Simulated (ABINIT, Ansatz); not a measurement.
# A GW chain in ABINIT: TiNF (Pmmn)

Wanted: ground state, empty states, screening and self-energy for TiNF (Pmmn).

Program: ABINIT 10.8.3. Level of theory: LDA and many-body steps on it, plane waves. Results are calculated unless marked as measured.

### 1. The structure

Symmetry: Pmmn, No. 59, orthorhombic system. The conventional cell has a = 3.062 Å, b = 3.964 Å, c = 7.871 Å, α = 90.00°, β = 90.00°, γ = 90.00°. Ti has 4 N at 2.01 Å and 2 F at 2.04 Å nearest. Nearest to N lie 4 Ti at 2.01 Å. F has 2 Ti at 2.04 Å nearest. Farther neighbours and most contacts between anions are not listed.

The cell and positions are those that the Materials Project relaxed with its own functionals (PBE, PBE+U or r2SCAN), kept fixed.

### 2. Ground state

This step: ABINIT 10.8.3; DFT, LDA, plane waves, norm-conserving pseudopotentials.

The ground-state density comes first.

The input, run.abi:

```
acell 3*1.0 Angstrom
rprim 
  3.062004000000 0.000000000000 0.000000000000
  0.000000000000 3.964387000000 0.000000000000
  0.000000000000 0.000000000000 7.870826000000
ntypat 3
znucl 22 7 9
natom 6
typat 1 1 2 2 3 3
xred 
  0.500000000000 0.000000000000 0.895914000000
  0.000000000000 0.500000000000 0.104086000000
  0.500000000000 0.500000000000 0.939316000000
  0.000000000000 0.000000000000 0.060684000000
  0.000000000000 0.000000000000 0.724624000000
  0.500000000000 0.500000000000 0.275376000000
pp_dirpath "pseudos"
pseudos "Ti.upf, N.upf, F.upf"
ecut 38
ngkpt 6 6 4
nshiftk 1
shiftk 0 0 0
kptopt 1
chksymbreak 0
nband 31
occopt 1
tolvrs 1e-10
nstep 60
prtwf 0
optforces 0
optstress 0
indata_prefix "in"
outdata_prefix "out"
tmpdata_prefix "tmp"
```

Run with:

```bash
$ OMP_NUM_THREADS=1 mpirun -n 4 abinit run.abi > log
```

Numbers of over 12 decimals in the logs are rounded to 6 here.

The program printed:

```text
.Version 10.8.3 of ABINIT. v10.8.2 released Aug 2026.

 Symmetries : space group Pm m n (# 59); Bravais oP (primitive ortho.)
================================================================================
 Values of the parameters that define the memory need of the present run
     intxc =       0    ionmov =       0      iscf =       7    lmnmax =       6
     lnmax =       6     mgfft =      90  mpssoang =       3    mqgrid =    4128
     natom =       6  nloc_mem =       1    nspden =       1   nspinor =       1
    nsppol =       1      nsym =       8    n1xccc =    2501    ntypat =       3
    occopt =       1   xclevel =       1
-    mband =          31        mffmem =           1         mkmem =          12
       mpw =        7242          nfft =      145800          nkpt =          48
================================================================================
  Rough estimation (10% accuracy) of disk space for files :
================================================================================

--------------------------------------------------------------------------------
------------- Echo of variables that govern the present computation ------------
--------------------------------------------------------------------------------
 -outvars: echo values of preprocessed input variables --------
            acell      1.8897261259E+00  1.8897261259E+00  1.8897261259E+00 Bohr

      chksymbreak           0
             ecut      3.80000000E+01 Hartree
-          fftalg         312

              ixc       -1012
              kpt      0.00000000E+00  0.00000000E+00  0.00000000E+00
                       1.66666667E-01  0.00000000E+00  0.00000000E+00
                       3.33333333E-01  0.00000000E+00  0.00000000E+00
                       5.00000000E-01  0.00000000E+00  0.00000000E+00
                       0.00000000E+00  1.66666667E-01  0.00000000E+00
                       1.66666667E-01  1.66666667E-01  0.00000000E+00
                       3.33333333E-01  1.66666667E-01  0.00000000E+00
                       5.00000000E-01  1.66666667E-01  0.00000000E+00
                       0.00000000E+00  3.33333333E-01  0.00000000E+00
   [... 37 further rows ...]
                       3.33333333E-01  5.00000000E-01  5.00000000E-01
                       5.00000000E-01  5.00000000E-01  5.00000000E-01
         kptrlatt        6    0    0      0    6    0      0    0    4
          kptrlen      3.47180937E+01
P           mkmem          12
            natom           6
            nband          31
            ngfft          36      45      90
             nkpt          48
            nstep          60
             nsym           8
           ntypat           3
              occ      2.000000  2.000000  2.000000  2.000000  2.000000  2.000000
                       2.000000  2.000000  2.000000  2.000000  2.000000  2.000000
                       2.000000  2.000000  2.000000  2.000000  2.000000  2.000000
                       2.000000  2.000000  2.000000  2.000000  2.000000  2.000000
                       0.000000  0.000000  0.000000  0.000000  0.000000  0.000000
                       0.000000
        optforces           0
        optstress           0
            prtwf           0
            rprim      3.0620040000E+00  0.0000000000E+00  0.0000000000E+00
[...]
spgroup          59

           tolvrs      1.00000000E-10

             xred      5.0000000000E-01  0.0000000000E+00  8.9591400000E-01
[...]
znucl       22.00000    7.00000    9.00000

================================================================================

 chkinp: Checking input parameters for consistency.

================================================================================
== DATASET  1 ==================================================================
-   mpi_nproc: 4, omp_nthreads: 1 (-1 if OMP is not activated)

--- !DatasetInfo
iteration_state: {dtset: 1, }
dimensions: {natom: 6, nkpt: 48, mband: 31, nsppol: 1, nspinor: 1, nspden: 1, mpw: 7242, }
cutoff_energies: {ecut:  38.0, pawecutdg:  -1.0, }
electrons: {nelect:   4.80000000E+01, charge:   0.00000000E+00, occopt:   1.00000000E+00, tsmear:   1.00000000E-02, }

 Real(R)+Recip(G) space primitive vectors, cartesian coordinates (Bohr,Bohr^-1):
 R(1)=  5.7863490  0.0000000  0.0000000  G(1)=  0.1728205  0.0000000  0.0000000
 R(2)=  0.0000000  7.4916057  0.0000000  G(2)=  0.0000000  0.1334827  0.0000000
 R(3)=  0.0000000  0.0000000 14.8737055  G(3)=  0.0000000  0.0000000  0.0672327
 Unit cell volume ucvol=  6.4476093E+02 bohr^3
 Angles (23,13,12)=  9.00000000E+01  9.00000000E+01  9.00000000E+01 degrees

 getcut: wavevector=  0.0000  0.0000  0.0000  ngfft=  36  45  90
         ecut(hartree)=     38.000   => boxcut(ratio)=   2.11651

--- Pseudopotential description ------------------------------------------------
- Ti Generated using ONCVPSP code by D. R. Hamann
- 22.00000  12.00000  180309                  znucl, zion, pspdat
12 -1012 2 -1 1568                            pspcod,pspxc,lmax,lloc,mmax
     nproj     2     2     2
  pspatm : epsatm=   14.84363209
         --- l  ekb(1:nproj) -->
[...]
pspatm: atomic psp has been read  and splines computed

- N Generated using ONCVPSP code by D. R. Hamann
-  7.00000   5.00000  180309                  znucl, zion, pspdat
12 -1012 1 -1 1058                            pspcod,pspxc,lmax,lloc,mmax
     nproj     2     2     0
  pspatm : epsatm=    5.30777321
         --- l  ekb(1:nproj) -->
[...]
pspatm: atomic psp has been read  and splines computed

- F Generated using ONCVPSP code by D. R. Hamann
-  9.00000   7.00000  201202                  znucl, zion, pspdat
12 -1012 2 -1 824                             pspcod,pspxc,lmax,lloc,mmax
     nproj     2     2     1
  pspatm : epsatm=    4.94580260
         --- l  ekb(1:nproj) -->
[...]
2   -2.364936
 pspatm: atomic psp has been read  and splines computed

   2.40933196E+03                                ecore*ucvol(ha*bohr**3)
--------------------------------------------------------------------------------

_setup2: Arith. and geom. avg. npw (full set) are    7214.035    7214.013

================================================================================

--- !BeginCycle
iteration_state: {dtset: 1, }
solver: {iscf: 7, nstep: 60, nline: 4, wfoptalg: 0, }
tolerances: {tolvrs: 1.00E-10, }

     iter   Etot(hartree)      deltaE(h)  residm     vres2
 ETOT  1  -187.81445062200    -1.878E+02 1.526E-01 4.447E+03
 ETOT  2  -179.30610648341     8.508E+00 5.955E-02 3.850E+04
 ETOT  3  -188.80043684611    -9.494E+00 3.711E-02 5.013E+02
 ETOT  4  -188.85441805185    -5.398E-02 2.406E-02 2.490E+02
 ETOT  5  -188.87595995426    -2.154E-02 3.906E-03 1.128E+02
 ETOT  6  -188.90342775831    -2.747E-02 2.420E-03 4.577E+00
 ETOT  7  -188.90416822731    -7.405E-04 2.133E-03 1.420E+00
 ETOT  8  -188.90411031861     5.791E-05 9.040E-04 2.090E+00
 ETOT  9  -188.90413630225    -2.598E-05 1.150E-03 1.023E+00
 ETOT 10  -188.90423540783    -9.911E-05 4.842E-04 2.087E-02
[...]
ETOT 15  -188.90423767680    -1.024E-10 3.416E-04 1.734E-08
 ETOT 16  -188.90423767679     9.749E-12 2.373E-04 3.723E-09
 ETOT 17  -188.90423767680    -6.651E-12 3.447E-04 1.936E-10
 ETOT 18  -188.90423767679     7.788E-12 2.110E-04 2.500E-10
 ETOT 19  -188.90423767680    -1.344E-11 3.346E-04 1.367E-11

 At SCF step   19       vres2   =  1.37E-11 < tolvrs=  1.00E-10 =>converged.

--- !ResultsGS
iteration_state: {dtset: 1, }
comment   : Summary of ground state results
lattice_vectors:
- [  5.7863490,   0.0000000,   0.0000000, ]
- [  0.0000000,   7.4916057,   0.0000000, ]
- [  0.0000000,   0.0000000,  14.8737055, ]
lattice_lengths: [   5.78635,    7.49161,   14.87371, ]
lattice_angles: [ 90.000,  90.000,  90.000, ] # degrees, (23, 13, 12)
lattice_volume:   6.4476093E+02
convergence: {deltae: -1.344E-11, res2:  1.367E-11, residm:  3.346E-04, diffor:  0.000E+00, }
etotal    :  -1.88904238E+02
entropy   :   0.00000000E+00
fermie    :   7.68222598E-02
cartesian_stress_tensor: null
pressure_GPa: null
xred      :
- [  5.0000E-01,   0.0000E+00,   8.9591E-01, Ti]
- [  0.0000E+00,   5.0000E-01,   1.0409E-01, Ti]
- [  5.0000E-01,   5.0000E-01,   9.3932E-01,  N]
- [  0.0000E+00,   0.0000E+00,   6.0684E-02,  N]
- [  0.0000E+00,   0.0000E+00,   7.2462E-01,  F]
- [  5.0000E-01,   5.0000E-01,   2.7538E-01,  F]
cartesian_forces: null
force_length_stats: {min: null, max: null, mean: null, }

 Integrated electronic density in atomic spheres:
 ------------------------------------------------
 Atom  Sphere_radius  Integrated_density
[...]
================================================================================

 ----iterations are completed or convergence reached----

 Mean square residual over all n,k,spin=   14.588E-07; max=  33.457E-05
 reduced coordinates (array xred) for    6 atoms
[...]
0.000000000000      0.500000000000      0.104086000000
       0.500000000000      0.500000000000      0.939316000000
       0.000000000000      0.000000000000      0.060684000000
       0.000000000000      0.000000000000      0.724624000000
       0.500000000000      0.500000000000      0.275376000000
 rms dE/dt=  0.0000E+00; max dE/dt=  0.0000E+00; dE/dt below (all hartree)
    1       0.000000000000      0.000000000000      0.000000000000
    2       0.000000000000      0.000000000000      0.000000000000
    3       0.000000000000      0.000000000000      0.000000000000
    4       0.000000000000      0.000000000000      0.000000000000
    5       0.000000000000      0.000000000000      0.000000000000
    6       0.000000000000      0.000000000000      0.000000000000

 cartesian coordinates (angstrom) at end:
    1      1.531002     0.000000     7.051583
    2      0.000000     1.982193     0.819243
    3      1.531002     1.982193     7.393193
    4      0.000000     0.000000     0.477633
    5      0.000000     0.000000     5.703389
    6      1.531002     1.982193     2.167437
 length scales=  1.889726125908  1.889726125908  1.889726125908 bohr
              =  1.000000000000  1.000000000000  1.000000000000 angstroms
 prteigrs : about to open file out_EIG
 Fermi (or HOMO) energy (hartree) =   0.07682   Average Vxc (hartree)=  -0.33136
 Eigenvalues (hartree) for nkpt=  48  k points:
 kpt#   1, nband= 31, wtk=  0.00694, kpt=  0.0000  0.0000  0.0000 (reduced coord)
  -2.02108   -2.01845   -1.16553   -1.16138   -1.15946   -1.15692   -1.15243   -1.15215
  -0.76221   -0.76105   -0.45253   -0.40272   -0.14068   -0.12498   -0.12323   -0.12017
  -0.09428   -0.08941   -0.08644   -0.02944   -0.02040   -0.01944    0.03105    0.07682
   0.10072    0.12830    0.13398    0.14735    0.15239    0.17423    0.21309
 prteigrs : prtvol=0 or 1, do not print more k-points.

--- !EnergyTerms
iteration_state     : {dtset: 1, }
comment             : Components of total free energy in Hartree
kinetic             :  9.21621675864353E+01
hartree             :  1.07893969415883E+02
xc                  : -3.40130442589389E+01
Ewald energy        : -6.05644211546545E+01
psp_core            :  3.73678344770718E+00
local_psp           : -2.91840016851457E+02
non_local_psp       : -6.27967586177844E+00
total_energy        : -1.88904237676804E+02
total_energy_eV     : -5.14034617492610E+03
band_energy         : -2.84465493528107E+01

== END DATASET(S) ==============================================================
================================================================================

 -outvars: echo values of variables after computation  --------
           etotal     -1.8890423768E+02
            nband          31
             nkpt          48
          spgroup          59
 [... the other variables as echoed above ...]

 Calculation completed.
```

The job ended after 3.3 min (4 MPI ranks of Arm Neoverse V1, shared host; peak memory 0.52 GiB; 13 min of CPU time).

Numbers from this step:

* total energy: -5140.3462 eV
* gap: 0.6504 eV
* k of the valence top: 0, 0, 0
* k of the conduction bottom: 0, 0, 0
* least direct gap: 0.6504 eV

The gap is direct, at Γ.

[end of part 1 of 3]

[Paths, hosts, dates, memory and timing lines, banners, echoed tables and standing remarks are left out of the program output.]

[Logs are printed without paths, hosts, clocks, repeated set-up lines and the standing remarks that a program may print on its own settings, such as how far it seeks lower states.]

[Runs of the session that timed out or met a known fault of the program may be left out.]

[Hosts, paths, dates, database ids (printed as entryN), source tags and the programs' standing remarks are cut or masked in the printed files.]

[G0W0 gaps are taken among the corrected bands and points alone; a level outside them can change the order at an edge.]

[Where Ansatz stands beside ABINIT at settings called matched, ABINIT's density can come from a denser mesh and the files from another edition; pairs whose starting gaps differed by over 0.03 eV were left out, so agreement reads better than it is.]
